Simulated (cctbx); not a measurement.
# A crystallographic session in cctbx: CoAsPb

Library: cctbx 2025.11. The data are simulated by the first script.

## 1. Simulate the data

run.py:

```python
from cctbx import adptbx, crystal, miller, sgtbx, xray
from cctbx.array_family import flex
from iotbx.shelx import hklf
from scitbx import matrix
import scitbx.random

cs = crystal.symmetry(unit_cell=(4.257, 4.257, 7.61, 90, 90, 120), space_group_symbol='Hall: -P 6c 2c')  # P6_3/mmc
atoms = [  # label, site, U (iso, or U11 U22 U33 U12 U13 U23 in A^2), occupancy
    ("Pb1", (0, 0, 0), 0.0044, 1),
    ("As1", (1/3, 2/3, 0.75), 0.0062, 1),
    ("Co1", (2/3, 1/3, 0.75), 0.0070, 1),
]
xs = xray.structure(crystal_symmetry=cs)
for label, site, u, occ in atoms:
    u = adptbx.u_cif_as_u_star(cs.unit_cell(), u) if isinstance(u, tuple) else u
    xs.add_scatterer(xray.scatterer(label, site=site, u=u, occupancy=occ))
xs.set_inelastic_form_factors(0.71073, "sasaki")
xs.show_summary()
p1 = xs.expand_to_p1()
ms = miller.build_set(p1, anomalous_flag=True, d_min=0.8)
flex.set_random_seed(706358)
scitbx.random.set_random_seed(706358)
ms = ms.select(flex.random_double(ms.size()) < 0.95)
i = ms.structure_factors_from_scatterers(p1, algorithm="direct").f_calc().as_intensity_array().data()
i = i / flex.sqrt(1 + 0.3 * i / flex.max(i))  # extinction
i = i * 70000 / flex.max(i)
sig = flex.sqrt(i + flex.pow2(0.02 * i) + 15 ** 2)
noise = scitbx.random.variate(scitbx.random.normal_distribution())(i.size())
data = ms.array(data=i + sig * noise, sigmas=sig).set_observation_type_xray_intensity()
with open("data.hkl", "w") as f:
    data.export_as_shelx_hklf(f)
print("reflections written:", data.size(), " <I/sigma> = %.1f" % flex.mean(data.data() / data.sigmas()))
for h, a, b in list(data.sort("data"))[:12]:
    print("%4d%4d%4d %9.1f %7.1f" % (h + (a, b)))
```

```console
$ python run.py
```

```text
Number of scatterers: 3
At special positions: 3
Unit cell: (4.257, 4.257, 7.61, 90, 90, 120)
Space group: P 63/m m c (No. 194)
reflections written: 940  <I/sigma> = 22.5
  -2   1   0   72292.3  1424.9
   2  -1   0   71147.8  1424.9
  -1   2   0   70374.4  1424.9
   1  -2   0   70165.8  1424.9
  -1  -1   0   70081.6  1424.9
   1   1   0   69975.6  1424.9
   0   0   4   66665.5  1320.3
   0   0  -4   64548.7  1320.3
  -1   0   2   53333.0  1068.0
  -1   1   2   52927.2  1068.0
   1   0   2   52914.7  1068.0
   0  -1  -2   52898.3  1068.0
```

It took 0.44 s on 1 thread of Arm Neoverse N1, with other jobs on the host, peak memory 0.07 GiB.

## 2. Symmetry

run.py:

```python
from cctbx import crystal, sgtbx, statistics
from cctbx.array_family import flex
from iotbx.shelx import hklf

p1 = crystal.symmetry(unit_cell=(4.257, 4.257, 7.61, 90, 90, 120), space_group_symbol="P 1")
raw = hklf.reader(file_name="data.hkl").as_miller_arrays(crystal_symmetry=p1, anomalous=True)[0]
print(raw.size(), "reflections to d = %.3f A" % raw.d_min())
isig = raw.data() / raw.sigmas()
print("centring   violations  <I/sigma> of those")
best = "P"
for c in "ABCIRF":
    a = raw.customized_copy(space_group_info=sgtbx.space_group_info("Hall: %s 1" % c)).sys_absent_flags().data()
    m = flex.mean(isig.select(a))
    print("%5s %10d of %5d %8.1f" % (c, (isig.select(a) > 4).count(True), a.count(True), m))
    if (isig.select(a) > 4).count(True) < 0.01 * a.count(True):
        best = c
raw = raw.select(~raw.customized_copy(space_group_info=sgtbx.space_group_info("Hall: %s 1" % best)).sys_absent_flags().data())
isig = raw.data() / raw.sigmas()
rows = []
for s in sgtbx.space_group_symbol_iterator():
    g = sgtbx.space_group(s)
    if g.conventional_centring_type_symbol() != best or not g.is_compatible_unit_cell(p1.unit_cell(), 1e-3, 0.02):
        continue
    rows.append((s, g))
print("Laue class    unique    Rint  (classes that these axes allow; Friedel mates merged)")
rint = {}
for s, g in rows:
    laue = g.build_derived_patterson_group()
    key = laue.type().hall_symbol()
    if key not in rint:
        m = raw.customized_copy(space_group_info=laue.info(), anomalous_flag=False).merge_equivalents()
        rint[key] = m.r_int()
        print("%-14s %6d %7.3f" % (laue.type().lookup_symbol(), m.array().size(), m.r_int()))
floor = min(rint.values())
good = [(s, g) for s, g in rows if rint[g.build_derived_patterson_group().type().hall_symbol()] < 2 * floor + 0.03]
top = max(g.build_derived_patterson_group().order_z() for s, g in good)
print("space group    extra absences  I>4sigma  <I/sigma>")
for s, g in good:
    laue = g.build_derived_patterson_group()
    if laue.order_z() != top:
        continue
    a = raw.customized_copy(space_group_info=g.info()).sys_absent_flags().data()
    a &= ~raw.customized_copy(space_group_info=laue.info()).sys_absent_flags().data()
    bad = (isig.select(a) > 4).count(True)
    if bad <= 0.03 * a.count(True):
        print("%-16s %8d %10d %9s  %s" % (s.universal_hermann_mauguin(), a.count(True), bad, "%.1f" % flex.mean(isig.select(a)) if a.count(True) else "-", "centric" if g.is_centric() else "acentric"))
laue = max(good, key=lambda t: t[1].build_derived_patterson_group().order_z())[1].build_derived_patterson_group()
f = raw.customized_copy(space_group_info=laue.info(), anomalous_flag=False).merge_equivalents().array().eliminate_sys_absent().f_sq_as_f()
f.set_observation_type_xray_amplitude()
bins = max(3, min(8, f.size() // 12))
f.setup_binner(n_bins=bins)
w = statistics.wilson_plot(f, {e: n / laue.order_z() for e, n in {'Pb': 2.0, 'As': 2.0, 'Co': 2.0}.items()}, e_statistics=True)
print("Wilson B = %.2f A^2   <|E^2-1|> = %.3f (0.968 centric, 0.736 acentric)   E^2>4: %.1f %%" % (w.wilson_b, w.mean_e_sq_minus_1, w.percent_e_sq_gt_2))
print("shell (A)         n   <I/sigma>")
m = raw.customized_copy(space_group_info=laue.info(), anomalous_flag=False).merge_equivalents().array().eliminate_sys_absent()
for b in m.setup_binner(n_bins=bins).range_used():
    sel = m.binner().selection(b)
    print("%5.2f - %4.2f %6d %8.1f" % (min(m.binner().bin_d_range(b)[0] if m.binner().bin_d_range(b)[0] > 0 else 99, 99), m.binner().bin_d_range(b)[1], sel.count(True), flex.mean((m.data() / m.sigmas()).select(sel))))
```

```console
$ python run.py
```

```text
940 reflections to d = 0.800 A
centring   violations  <I/sigma> of those
    A        342 of   461     22.4
    B        342 of   454     22.5
    C        352 of   465     21.9
    I        339 of   451     22.4
    R        460 of   627     21.9
    F        518 of   690     22.3
Laue class    unique    Rint  (classes that these axes allow; Friedel mates merged)
P -1              494   0.013
P 1 1 2/m         273   0.015
P -3              171   0.016
P -3 1 m          107   0.016
P -3 m 1          121   0.016
P 6/m              97   0.017
P 6/m m m          77   0.017
space group    extra absences  I>4sigma  <I/sigma>
P 6 2 2                 0          0         -  acentric
P 63 2 2               10          0       0.0  acentric
P 6 m m                 0          0         -  acentric
P 63 m c               90          0       0.2  acentric
P -6 m 2                0          0         -  acentric
P -6 2 m                0          0         -  acentric
P -6 2 c               90          0       0.2  acentric
P 6/m m m               0          0         -  centric
P 63/m m c             90          0       0.2  centric
Wilson B = 0.42 A^2   <|E^2-1|> = 0.875 (0.968 centric, 0.736 acentric)   E^2>4: 0.0 %
shell (A)         n   <I/sigma>
 7.61 - 1.45     18     58.1
 1.45 - 1.15     14     80.4
 1.15 - 1.01     13     73.4
 1.01 - 0.92     11     84.7
 0.92 - 0.85      8     80.0
 0.85 - 0.80     13     65.9
```

Time: 0.52 s.

## 3. Patterson map

run.py:

```python
from cctbx import crystal, maptbx
from iotbx.shelx import hklf

cs = crystal.symmetry(unit_cell=(4.257, 4.257, 7.61, 90, 90, 120), space_group_symbol='Hall: -P 6c 2c')  # P6_3/mmc
raw = hklf.reader(file_name="data.hkl").as_miller_arrays(crystal_symmetry=cs, anomalous=True)[0]
merged = raw.eliminate_sys_absent().merge_equivalents()
fo2 = merged.array().set_observation_type_xray_intensity()
f = fo2.average_bijvoet_mates().f_sq_as_f()
pm = f.patterson_map(symmetry_flags=maptbx.use_space_group_symmetry, sharpening=False, resolution_factor=0.25)
peaks = pm.peak_search(parameters=maptbx.peak_search_parameters(min_distance_sym_equiv=0.4, max_clusters=14)).all()
top = peaks.heights()[0]
print("Patterson group", f.patterson_symmetry().space_group_info())
print("      u       v       w   height  length (A)")
for x, h in zip(peaks.sites(), peaks.heights()):
    y = [t - round(t) for t in x]
    print("%7.3f %7.3f %7.3f %8.1f %8.2f" % (x + (1000 * h / top, cs.unit_cell().length(y))))
```

```console
$ python run.py
```

```text
Patterson group P 6/m m m
      u       v       w   height  length (A)
  0.000   0.000   0.000   1000.0     0.00
  0.000   0.000   0.500    992.0     3.81
  0.333   0.667   0.250    514.9     3.11
  0.333   0.667   0.500     75.5     4.53
  0.333   0.667   0.000     71.5     2.46
  0.000   0.243   0.077     21.4     1.19
  0.000   0.243   0.423     21.2     3.38
  0.000   0.193   0.378     18.8     2.99
  0.131   0.467   0.369     16.4     3.32
  0.131   0.467   0.132     16.4     2.04
  0.146   0.292   0.057     15.2     1.16
  0.146   0.292   0.443     15.0     3.54
  0.132   0.408   0.176     12.8     2.04
  0.132   0.408   0.323     12.7     2.90
```

Time: 0.48 s.

## 4. Charge flipping

run.py:

```python
import itertools
from cctbx import crystal, maptbx
from cctbx.array_family import flex
from iotbx.shelx import hklf
from smtbx.ab_initio import charge_flipping as cf

cs = crystal.symmetry(unit_cell=(4.257, 4.257, 7.61, 90, 90, 120), space_group_symbol='Hall: -P 6c 2c')  # P6_3/mmc
raw = hklf.reader(file_name="data.hkl").as_miller_arrays(crystal_symmetry=cs, anomalous=True)[0]
merged = raw.eliminate_sys_absent().merge_equivalents()
fo2 = merged.array().set_observation_type_xray_intensity()
f = fo2.average_bijvoet_mates().f_sq_as_f().resolution_filter(d_min=0.8)
p1 = f.expand_to_p1()
p1.setup_binner_counting_sorted(reflections_per_bin=max(40, p1.size() // 12))
work = p1.array(data=p1.data() / p1.amplitude_quasi_normalisations().data())
flex.set_random_seed(7729)
it = cf.weak_reflection_improved_iterator(delta=None, weak_reflection_fraction=0.3)
it.start(work, phases=flex.random_double(p1.size()) * 6.2832, f_000=0)
it.delta = 0.9 * it.rho_map.sigma()
print("cycle      R  skewness")
for n, st in enumerate(itertools.islice(it, 200)):
    if n % 16 == 0:
        print("%5d %6.3f %8.2f" % (n, st.r1_factor(), st.rho_map.skewness()))
rho = p1.phase_transfer(it.f_calc).fft_map().apply_volume_scaling()
polish = cf.low_density_elimination_iterator(constant_rho_c=rho.sigma())
polish.start(f_obs=p1, phases=it.f_calc, f_000=0)
for _ in range(8):
    next(polish)
print("origin shift          correlation  skewness")
maps = []
for fc, shift, cc in itertools.islice(cf.f_calc_symmetrisations(f, polish.f_calc, 0), 4):
    m = f.phase_transfer(fc).fft_map(symmetry_flags=maptbx.use_space_group_symmetry, resolution_factor=0.25).apply_sigma_scaling()
    maps.append((m.skewness(), cc, m))
    print("%6.3f %6.3f %6.3f %10.3f %9.2f" % (tuple(shift) + (cc, m.skewness())))
skew, cc, m = max((t for t in maps if t[1] > maps[0][1] - 0.04), key=lambda t: t[0])
print("taken: symmetry correlation %.3f, skewness %.2f" % (cc, skew))
peaks = m.peak_search(parameters=maptbx.peak_search_parameters(min_distance_sym_equiv=0.9, max_clusters=8)).all()
sps = cs.special_position_settings(min_distance_sym_equiv=0.5)
print("peak      x       y       z  mult  height/sigma")
for k, (x, h) in enumerate(zip(peaks.sites(), peaks.heights())):
    ss = sps.site_symmetry(x)
    print("Q%-3d %7.4f %7.4f %7.4f %4d %8.1f" % ((k + 1,) + tuple(t % 1 for t in ss.exact_site()) + (ss.multiplicity(), h)))
```

```console
$ python run.py
```

```text
cycle      R  skewness
    0  0.537     0.34
   16  0.363     1.41
   32  0.363     1.72
   48  0.392     1.88
   64  0.404     2.14
   80  0.414     2.74
   96  0.429     2.89
  112  0.428     3.48
  128  0.430     3.35
  144  0.455     3.33
  160  0.455     3.55
  176  0.455     3.40
  192  0.470     4.06
origin shift          correlation  skewness
 0.104  0.058  0.120      0.982      9.00
 0.781  0.404  0.122      0.921      5.36
 0.104  0.058  0.370      0.982      9.00
 0.816  0.392 -0.477      0.733      2.89
taken: symmetry correlation 0.982, skewness 9.00
peak      x       y       z  mult  height/sigma
Q1    0.0000  0.0000  0.0000    2     19.7
Q2    0.3333  0.6667  0.7500    2      6.3
Q3    0.3333  0.6667  0.2500    2      5.8
Q4    0.1453  0.2906  0.0570   12      0.7
Q5    0.2108  0.4216  0.1667   12      0.6
Q6    0.0989  0.1978  0.6264   12      0.6
Q7    0.1080  0.2159  0.2500    6      0.5
Q8    0.1912  0.3823  0.7500    6      0.4
```

Time: 0.66 s.

## 5. Refinement (model from the peaks)

run.py:

```python
import math
from cctbx import adptbx, crystal, maptbx, sgtbx, xray
from cctbx.array_family import flex
from cctbx.xray import observations
from iotbx.shelx import hklf
from scitbx.lstbx import normal_eqns_solving
from smtbx import absolute_structure, utils
from smtbx.refinement import constraints, least_squares

cs = crystal.symmetry(unit_cell=(4.257, 4.257, 7.61, 90, 90, 120), space_group_symbol='Hall: -P 6c 2c')  # P6_3/mmc
atoms = [  # label, site, U (iso, or U11 U22 U33 U12 U13 U23 in A^2), occupancy
    ("Pb1", (0, 0, 0), 0.0200, 1),
    ("As1", (0.3333, 0.6667, 0.75), 0.0200, 1),
    ("Co1", (0.3333, 0.6667, 0.25), 0.0200, 1),
]
xs = xray.structure(crystal_symmetry=cs)
for label, site, u, occ in atoms:
    u = adptbx.u_cif_as_u_star(cs.unit_cell(), u) if isinstance(u, tuple) else u
    xs.add_scatterer(xray.scatterer(label, site=site, u=u, occupancy=occ))
xs.set_inelastic_form_factors(0.71073, "sasaki")
raw = hklf.reader(file_name="data.hkl").as_miller_arrays(crystal_symmetry=cs, anomalous=True)[0]
merged = raw.eliminate_sys_absent().merge_equivalents()
fo2 = merged.array().set_observation_type_xray_intensity()
print("Rint %.3f, %d unique reflections to %.2f A" % (merged.r_int(), fo2.size(), fo2.d_min()))
for sc in xs.scatterers():
    sc.flags.set_grad_site(True)
    sc.flags.set_grad_u_aniso(sc.flags.use_u_aniso())
    sc.flags.set_grad_u_iso(sc.flags.use_u_iso())
obs = fo2.as_xray_observations()
extra = {}
rep = constraints.reparametrisation(xs, [], utils.connectivity_table(xs), **extra)
ls = least_squares.crystallographic_ls(obs, rep, weighting_scheme=least_squares.mainstream_shelx_weighting(a=0, b=0))
print("cycle     R1     wR2    GooF  max shift (A)")
for cycle in range(6):
    ls.build_up()
    r1, wr2, goof = ls.r1_factor(cutoff_factor=2)[0], ls.wR2(), ls.goof()
    old = xs.sites_cart()
    normal_eqns_solving.levenberg_marquardt_iterations(ls, n_max_iterations=3, tau=0.0001, step_threshold=1e-7)
    big = flex.max((xs.sites_cart() - old).norms())
    print("%4d %7.4f %7.4f %7.3f %9.5f" % (cycle + 1, r1, wr2, goof, big))
    ls.build_up(objective_only=True)
    if abs(ls.wR2() - wr2) < 5e-5 and big < 5e-4:
        break
ls.build_up()
print("final R1 %.4f wR2 %.4f GooF %.3f  parameters %d  data/parameter %.1f" % (ls.r1_factor(cutoff_factor=2)[0], ls.wR2(), ls.goof(), ls.n_parameters, fo2.size() / ls.n_parameters))
cov = ls.covariance_matrix_and_annotations()
su = dict(zip(cov.annotations, (math.sqrt(max(v, 0)) for v in cov.matrix.matrix_packed_u_diagonal())))
a2 = cs.unit_cell().reciprocal_parameters()[0] ** -2
print("atom        x        y        z      Ueq    occ   su(xyz)  su(Uiso or U11)")
for sc in xs.scatterers():
    s = max(su.get(sc.label + k, 0) for k in (".x", ".y", ".z"))
    npd = "" if sc.is_positive_definite_u(cs.unit_cell()) else "  NPD"
    print("%-5s %8.5f %8.5f %8.5f %8.4f %6.3f %8.5f %7.4f%s" % ((sc.label,) + sc.site + (sc.u_iso_or_equiv(cs.unit_cell()), sc.occupancy, s, su.get(sc.label + ".uiso", su.get(sc.label + ".u11", 0) * a2), npd)))
fo = fo2.f_sq_as_f()
fc = fo.structure_factors_from_scatterers(xs, algorithm="direct").f_calc()
diff = fo.f_obs_minus_f_calc(1 / math.sqrt(ls.scale_factor()), fc).average_bijvoet_mates()
m = diff.fft_map(symmetry_flags=maptbx.use_space_group_symmetry, resolution_factor=0.25).apply_volume_scaling()
print("difference map: max %.2f min %.2f rms %.2f" % (m.statistics().max(), m.statistics().min(), m.statistics().sigma()))
peaks = m.peak_search(parameters=maptbx.peak_search_parameters(min_distance_sym_equiv=0.6, max_clusters=5)).all()
near = xs.closest_distances(peaks.sites(), distance_cutoff=4)
sps = cs.special_position_settings(min_distance_sym_equiv=0.5)
for k, (x, h) in enumerate(zip(peaks.sites(), peaks.heights())):
    ss = sps.site_symmetry(x)
    print("Q%-3d %7.4f %7.4f %7.4f %4d %7.2f  %.2f A from %s" % ((k + 1,) + tuple(t % 1 for t in ss.exact_site()) + (ss.multiplicity(), h, near.smallest_distances[k], xs.scatterers()[near.i_seqs[k]].label)))
```

```console
$ python run.py
```

```text
Rint 0.017, 65 unique reflections to 0.80 A
cycle     R1     wR2    GooF  max shift (A)
   1  0.1264  0.2728  30.133   0.00000
   2  0.0096  0.0201   2.220   0.00000
final R1 0.0096 wR2 0.0201 GooF 2.220  parameters 3  data/parameter 21.7
atom        x        y        z      Ueq    occ   su(xyz)  su(Uiso or U11)
Pb1    0.00000  0.00000  0.00000   0.0034  1.000  0.00000  0.0002
As1    0.33333  0.66667  0.75000   0.0058  1.000  0.00000  0.0002
Co1    0.33333  0.66667  0.25000   0.0073  1.000  0.00000  0.0003
difference map: max 0.25 min -1.17 rms 0.19
Q1    0.1584  0.3169  0.7500    6    0.26  1.29 A from As1
Q2    0.0000  0.0000  0.2500    2    0.24  1.90 A from Pb1
Q3    0.2101  0.4202  0.0092   12    0.22  1.55 A from Pb1
Q4    0.3333  0.6667  0.5948    4    0.21  1.18 A from As1
Q5    0.0034  0.3898  0.2500   12    0.21  1.31 A from Co1
```

Time: 0.61 s.

## 6. Refinement (anisotropic displacement)

run.py, as its changes from the last script of this kind:

```diff
@@ -12,3 +12,3 @@
-    ("Pb1", (0, 0, 0), 0.0200, 1),
-    ("As1", (0.3333, 0.6667, 0.75), 0.0200, 1),
-    ("Co1", (0.3333, 0.6667, 0.25), 0.0200, 1),
+    ("Pb1", (0, 0, 0), 0.0034, 1),
+    ("As1", (1/3, 2/3, 0.75), 0.0058, 1),
+    ("Co1", (1/3, 2/3, 0.25), 0.0073, 1),
@@ -20,0 +21 @@
+xs.convert_to_anisotropic()
@@ -34 +35 @@
-for cycle in range(6):
+for cycle in range(8):
@@ -38 +39 @@
-    normal_eqns_solving.levenberg_marquardt_iterations(ls, n_max_iterations=3, tau=0.0001, step_threshold=1e-7)
+    normal_eqns_solving.levenberg_marquardt_iterations(ls, n_max_iterations=3, tau=1e-06, step_threshold=1e-7)
@@ -59 +60 @@
-peaks = m.peak_search(parameters=maptbx.peak_search_parameters(min_distance_sym_equiv=0.6, max_clusters=5)).all()
+peaks = m.peak_search(parameters=maptbx.peak_search_parameters(min_distance_sym_equiv=0.6, max_clusters=6)).all()
```

```console
$ python run.py
```

```text
Rint 0.017, 65 unique reflections to 0.80 A
cycle     R1     wR2    GooF  max shift (A)
   1  0.0095  0.0201   2.279   0.00000
   2  0.0098  0.0200   2.266   0.00000
final R1 0.0098 wR2 0.0200 GooF 2.266  parameters 6  data/parameter 10.8
atom        x        y        z      Ueq    occ   su(xyz)  su(Uiso or U11)
Pb1    0.00000  0.00000  0.00000   0.0034  1.000  0.00000  0.0002
As1    0.33333  0.66667  0.75000   0.0058  1.000  0.00000  0.0003
Co1    0.33333  0.66667  0.25000   0.0072  1.000  0.00000  0.0004
difference map: max 0.26 min -1.17 rms 0.19
Q1    0.1617  0.3234  0.7500    6    0.26  1.27 A from As1
Q2    0.2275  0.4551  0.0053   12    0.24  1.68 A from Pb1
Q3    0.0000  0.3923  0.2500   12    0.22  1.31 A from Co1
Q4    0.0000  0.0000  0.2500    2    0.22  1.90 A from Pb1
Q5    0.3333  0.6667  0.5934    4    0.20  1.19 A from As1
Q6    0.0228  0.2787  0.0878   24    0.20  1.32 A from Pb1
```

Run time: 0.65 s on 1 thread of Arm Neoverse N1, on a shared host, peak memory 0.09 GiB.

[Logs are printed without paths, hosts, clocks, repeated set-up lines and the standing remarks that a program may print on its own settings, such as how far it seeks lower states.]
